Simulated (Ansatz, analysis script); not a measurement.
**Stoner picture of Pt**

Aim: the energy of Pt as its total moment is fixed at a series of values, and its answer to a field.

Program: Ansatz 0.2.0. Level of theory: PBE, PAW set soft_1. Results are calculated unless marked as measured.

Report form: the programs' logs are mostly left out.

### Step 1. Starting point

The structure is cubic, space group Fm-3m (No. 225). The conventional cell has a = 3.922 Å, b = 3.922 Å, c = 3.922 Å, α = 90.00°, β = 90.00°, γ = 90.00°. Nearest to Pt lie 12 Pt at 2.77 Å.

### Step 2. Starting state

The work starts on two spin channels, which tell the size of the moments.

Input file input.yaml:

```yaml
crystal:
  lattice:
    - [0.0, 1.9609, 1.9609]
    - [1.9609, 0.0, 1.9609]
    - [1.9609, 1.9609, 0.0]
  atoms:
    - { symbol: Pt, position: [0.0, 0.0, 0.0], spin: 0.6 }
magnetization:
  spin_polarized: true
kpoints:
  mp_grid: { grid: [14, 14, 14] }
hamiltonian:
  xc: pbe
  pseudopotentials: { kind: paw, azcp: { folder: soft_1 } }
scf:
  occupations: { method: fermi_dirac, width: 0.05 }
  max_iter: 120
  convergence: { dr2_threshold: 1.0e-08 }
  lower_state_search: "off"
output:
  write_density: true
  write_potential: true
  elf: true
  volumetric_format: npy
```

Run with:

```bash
> ansatz run input.yaml --threads 2 --pin off --max-ram 5120MiB --backend cpu --events-out ev --progress --plain --runs-dir out
```

Wall time 2.2 s (2 threads of Arm Neoverse V2, shared host); peak memory 0.25 GiB.

The spin moment in the atom's sphere vanishes on all atoms.

The run ends non-magnetic, with a net moment of 0 μB a cell. The run left the order that was typed.

Valence density in the ac plane of the conventional cell at fractional y = 0.000, with atoms of Pt within 0.2 Å of it. It is the smooth field of the valence electrons, not physical close to the nuclei.

Ten even steps from '0' (0 e/Å³) to '9' (11 e/Å³), each cell a mean:
```
97300000000158
54200000000125
21000000000011
00000001000000
00000234310000
00001478630000
00002599841000
00001589730000
00001255420000
00000112100000
10000000000000
43100000000023
86300000000147
98410000000259
```
Columns run along a (3.9 Å), rows up along c (3.9 Å), edges of the conventional cell, whose origin can differ from the input's. Atoms in or near the plane, at fractional coordinates: Pt at (0.00, 0.00), Pt at (0.50, 0.50).

ELF in the ac plane of the conventional cell at fractional y = 0.000, with atoms of Pt within 0.2 Å of it. It is the smooth field of the valence electrons, not physical close to the nuclei.

Values, 14 rows by 14 columns, each cell a mean:
```
0.58 0.57 0.54 0.40 0.25 0.19 0.15 0.14 0.16 0.21 0.31 0.47 0.56 0.58
0.58 0.54 0.45 0.32 0.25 0.21 0.19 0.19 0.20 0.23 0.28 0.38 0.49 0.56
0.50 0.44 0.34 0.28 0.26 0.25 0.25 0.26 0.25 0.26 0.27 0.30 0.38 0.47
0.32 0.29 0.26 0.28 0.28 0.32 0.40 0.43 0.37 0.30 0.28 0.27 0.28 0.31
0.21 0.22 0.24 0.26 0.34 0.45 0.54 0.56 0.51 0.41 0.30 0.26 0.23 0.21
0.16 0.17 0.22 0.29 0.44 0.54 0.57 0.58 0.56 0.51 0.37 0.25 0.20 0.16
0.13 0.16 0.21 0.32 0.50 0.58 0.58 0.60 0.58 0.56 0.43 0.26 0.19 0.14
0.14 0.16 0.21 0.31 0.47 0.56 0.58 0.58 0.57 0.54 0.40 0.25 0.19 0.15
0.19 0.20 0.23 0.28 0.38 0.49 0.56 0.58 0.54 0.45 0.32 0.25 0.21 0.19
0.26 0.25 0.26 0.27 0.30 0.38 0.47 0.50 0.44 0.34 0.28 0.26 0.25 0.25
0.43 0.37 0.30 0.28 0.27 0.28 0.31 0.32 0.29 0.26 0.28 0.28 0.32 0.40
0.56 0.51 0.41 0.30 0.26 0.23 0.21 0.21 0.22 0.24 0.26 0.34 0.45 0.54
0.58 0.56 0.51 0.37 0.25 0.20 0.16 0.16 0.17 0.22 0.29 0.44 0.54 0.57
0.60 0.58 0.56 0.43 0.26 0.19 0.14 0.13 0.16 0.21 0.32 0.50 0.58 0.58
```
Columns run along a (3.9 Å), rows up along c (3.9 Å), edges of the conventional cell, whose origin can differ from the input's. Atoms in or near the plane, at fractional coordinates: Pt at (0.00, 0.00), Pt at (0.50, 0.50).

### Step 3. Denser mesh

Levels at the Fermi energy are partly filled, so moments and energy differences can hang on the k-mesh, and the state is solved again on a denser one.

input.yaml, the sections that differ from step 2:

```yaml
kpoints:
  mp_grid: { grid: [17, 17, 17] }
basis:
  ecutwfc: 420.0
# crystal, magnetization, hamiltonian, scf: as in step 2
# output: removed
```

The job ended after 2.6 s (2 threads; peak memory 0.27 GiB; 4.9 s of CPU time).

The spin moment in the atom's sphere vanishes on all atoms.

The run ends non-magnetic, with a net moment of 0 μB a cell, against 0 μB on the first mesh.

### Step 4. The non-magnetic reference

The state without spin is the zero of E(M).

input.yaml, the sections that differ from step 3:

```yaml
crystal:
  lattice:
    - [0.0, 1.9609, 1.9609]
    - [1.9609, 0.0, 1.9609]
    - [1.9609, 1.9609, 0.0]
  atoms:
    - { symbol: Pt, position: [0.0, 0.0, 0.0] }
scf:
  occupations: { method: fermi_dirac, width: 0.05 }
  max_iter: 120
  convergence: { dr2_threshold: 1.0e-08 }
# kpoints, hamiltonian, basis: as in step 3
# magnetization: removed
```

Run with:

```bash
> ansatz run input.yaml --threads 1 --pin off --max-ram 2560MiB --backend cpu --events-out ev --progress --plain --runs-dir out
```

Wall time 1.3 s (1 thread); peak memory 0.26 GiB.

### Step 5. Without spin, levels printed

Edit input.yaml of step 4 so:

```diff
@@ -18 +18,3 @@
   ecutwfc: 420.0
+output:
+  eigenvalues: true
```

Run time: 1.3 s. Hardware: 1 thread; peak memory 0.26 GiB.

### Step 6. Total moment fixed at 0.1 μB

Two Fermi levels, one a spin, hold the total moment exactly, which reaches states that a free run would leave.

input.yaml, the sections that differ from step 5:

```yaml
crystal:
  lattice:
    - [0.0, 1.9609, 1.9609]
    - [1.9609, 0.0, 1.9609]
    - [1.9609, 1.9609, 0.0]
  atoms:
    - { symbol: Pt, position: [0.0, 0.0, 0.0], spin: 0.1 }
magnetization:
  spin_polarized: true
  initial_magnetization: 0.1
  spin_locking: { lock_magnetization: hard }
scf:
  occupations: { method: fermi_dirac, width: 0.05 }
  max_iter: 120
  convergence: { dr2_threshold: 1.0e-08 }
  lower_state_search: "off"
# kpoints, hamiltonian, basis: as in step 5
# output: removed
```

It took 3 s on 1 thread; peak memory 0.26 GiB.

The energy is 0.749 meV from the state without spin, and the largest site carries 0.101 μB.

### Step 7. Total moment fixed at 0.2 μB

input.yaml, the sections that differ from step 6:

```yaml
crystal:
  lattice:
    - [0.0, 1.9609, 1.9609]
    - [1.9609, 0.0, 1.9609]
    - [1.9609, 1.9609, 0.0]
  atoms:
    - { symbol: Pt, position: [0.0, 0.0, 0.0], spin: 0.2 }
magnetization:
  spin_polarized: true
  initial_magnetization: 0.2
  spin_locking: { lock_magnetization: hard }
# kpoints, hamiltonian, scf, basis: as in step 6
```

Wall time 2.9 s (1 thread); peak memory 0.26 GiB.

The energy is 3.45 meV from the state without spin, and the largest site carries 0.201 μB.

### Step 8. Total moment fixed at 0.5 μB

input.yaml, the sections that differ from step 7:

```yaml
crystal:
  lattice:
    - [0.0, 1.9609, 1.9609]
    - [1.9609, 0.0, 1.9609]
    - [1.9609, 1.9609, 0.0]
  atoms:
    - { symbol: Pt, position: [0.0, 0.0, 0.0], spin: 0.5 }
magnetization:
  spin_polarized: true
  initial_magnetization: 0.5
  spin_locking: { lock_magnetization: hard }
# kpoints, hamiltonian, scf, basis: as in step 7
```

The job ended after 2.9 s (1 thread; peak memory 0.26 GiB).

The energy is 29.5 meV from the state without spin, and the largest site carries 0.500 μB.

### Step 9. Total moment fixed at 0.9 μB

input.yaml, the sections that differ from step 8:

```yaml
crystal:
  lattice:
    - [0.0, 1.9609, 1.9609]
    - [1.9609, 0.0, 1.9609]
    - [1.9609, 1.9609, 0.0]
  atoms:
    - { symbol: Pt, position: [0.0, 0.0, 0.0], spin: 0.9 }
magnetization:
  spin_polarized: true
  initial_magnetization: 0.9
  spin_locking: { lock_magnetization: hard }
# kpoints, hamiltonian, scf, basis: as in step 8
```

Wall time 3.1 s (1 thread); peak memory 0.26 GiB.

The energy is 189 meV from the state without spin, and the largest site carries 0.875 μB.

The other 5 runs of this kind were made alike; their results stand in the table below.

### Step 10. No field, tight threshold

A field gives a second route to the same curve. A thousand tesla shift each spin by 58 meV, and the threshold is tightened so that small induced moments are resolved.

input.yaml, the sections that differ from step 9:

```yaml
crystal:
  lattice:
    - [0.0, 1.9609, 1.9609]
    - [1.9609, 0.0, 1.9609]
    - [1.9609, 1.9609, 0.0]
  atoms:
    - { symbol: Pt, position: [0.0, 0.0, 0.0], spin: 0.3 }
magnetization:
  spin_polarized: true
scf:
  occupations: { method: fermi_dirac, width: 0.05 }
  max_iter: 120
  convergence: { dr2_threshold: 1.0e-10 }
  lower_state_search: "off"
# kpoints, hamiltonian, basis: as in step 9
```

Elapsed: 5.4 s, on 1 thread; peak memory 0.26 GiB.

The net moment is 0 μB a cell.

### Step 11. Field of 1500 T

Edit input.yaml of step 10 so:

```diff
@@ -9,2 +9,3 @@
   spin_polarized: true
+  magnetic_field: 1500.0
 kpoints:
```

It took 3.7 s on 1 thread; peak memory 0.26 GiB.

The net moment is 0.361 μB a cell.

2 more runs differ from these in the same keys alone and are tabled below.

### Step 12. Analysis

Table of energy less the state without spin by total moment:

```
total moment (μB/cell)  energy less the state without spin (meV/cell)
                 0.000                                              0
                 0.100                                          0.749
                 0.200                                           3.45
                 0.300                                           8.80
                 0.400                                           17.2
                 0.500                                           29.5
                 0.600                                           46.0
                 0.700                                           68.8
                 0.800                                            120
                 0.900                                            189
```

The field that holds a moment is half the difference of the two Fermi levels over μB.

Table of field that holds the moment by total moment:

```
total moment (μB/cell)  field that holds the moment (T)
                 0.100                              273
                 0.200                              684
                 0.300                             1169
                 0.400                             1758
                 0.500                             2491
                 0.600                             3264
                 0.700                             5002
                 0.800                            10941
                 0.900                            12960
```

Table of total moment by field:

```
field (T)  total moment (μB/cell)
        0                 -5.3e-6
      300                   0.108
      600                   0.182
     1500                   0.361
```

Three Landau terms miss the curve as a whole or at its small-moment end, and no Stoner analysis is made here.

### Step 13. Outcome

| Item | Value |
| --- | --- |
| state of the free run | non-magnetic |
| net moment of the free run | 0 μB |
| energy of the free run from the state without spin | 0 meV a cell |
| lowest of the fixed moments tried | M = 0 μB, 0 meV |
| dM/dB between 0 and 300 T | 0.360 μB a cell per 1000 T |

**Reading.** From parallel starts in this cell no moment survives, so no ferromagnetic state is found at this level (opposed orders were not tried); a cell moment of 0.5 μB costs 29 meV. E(M) is lowest at M = 0 and costs 189 meV at 0.9 μB. The two routes can be compared: 1500 T induce 0.361 μB, and the fixed-moment runs need about 1509 T for that moment, by interpolation. The field acts on spins alone. The 13 fixed-moment and field runs took 44 s of wall time, added up. Energies are free energies at a smearing of 0.05 eV, and with partly filled levels differences shift, at times strongly, as the smearing goes to zero. In doubt: the program's search for lower states was switched off, so a lower magnetic state than those reached may exist.

[Logs and program files are shortened in this print: banners, set-up blocks, solver, clock and traceback lines can be left out without a mark of their own.]

[Logs are printed without paths, hosts, clocks, repeated set-up lines and the standing remarks that a program may print on its own settings, such as how far it seeks lower states.]

[Hosts, paths, dates, database ids (printed as entryN), source tags and the programs' standing remarks are cut or masked in the printed files.]
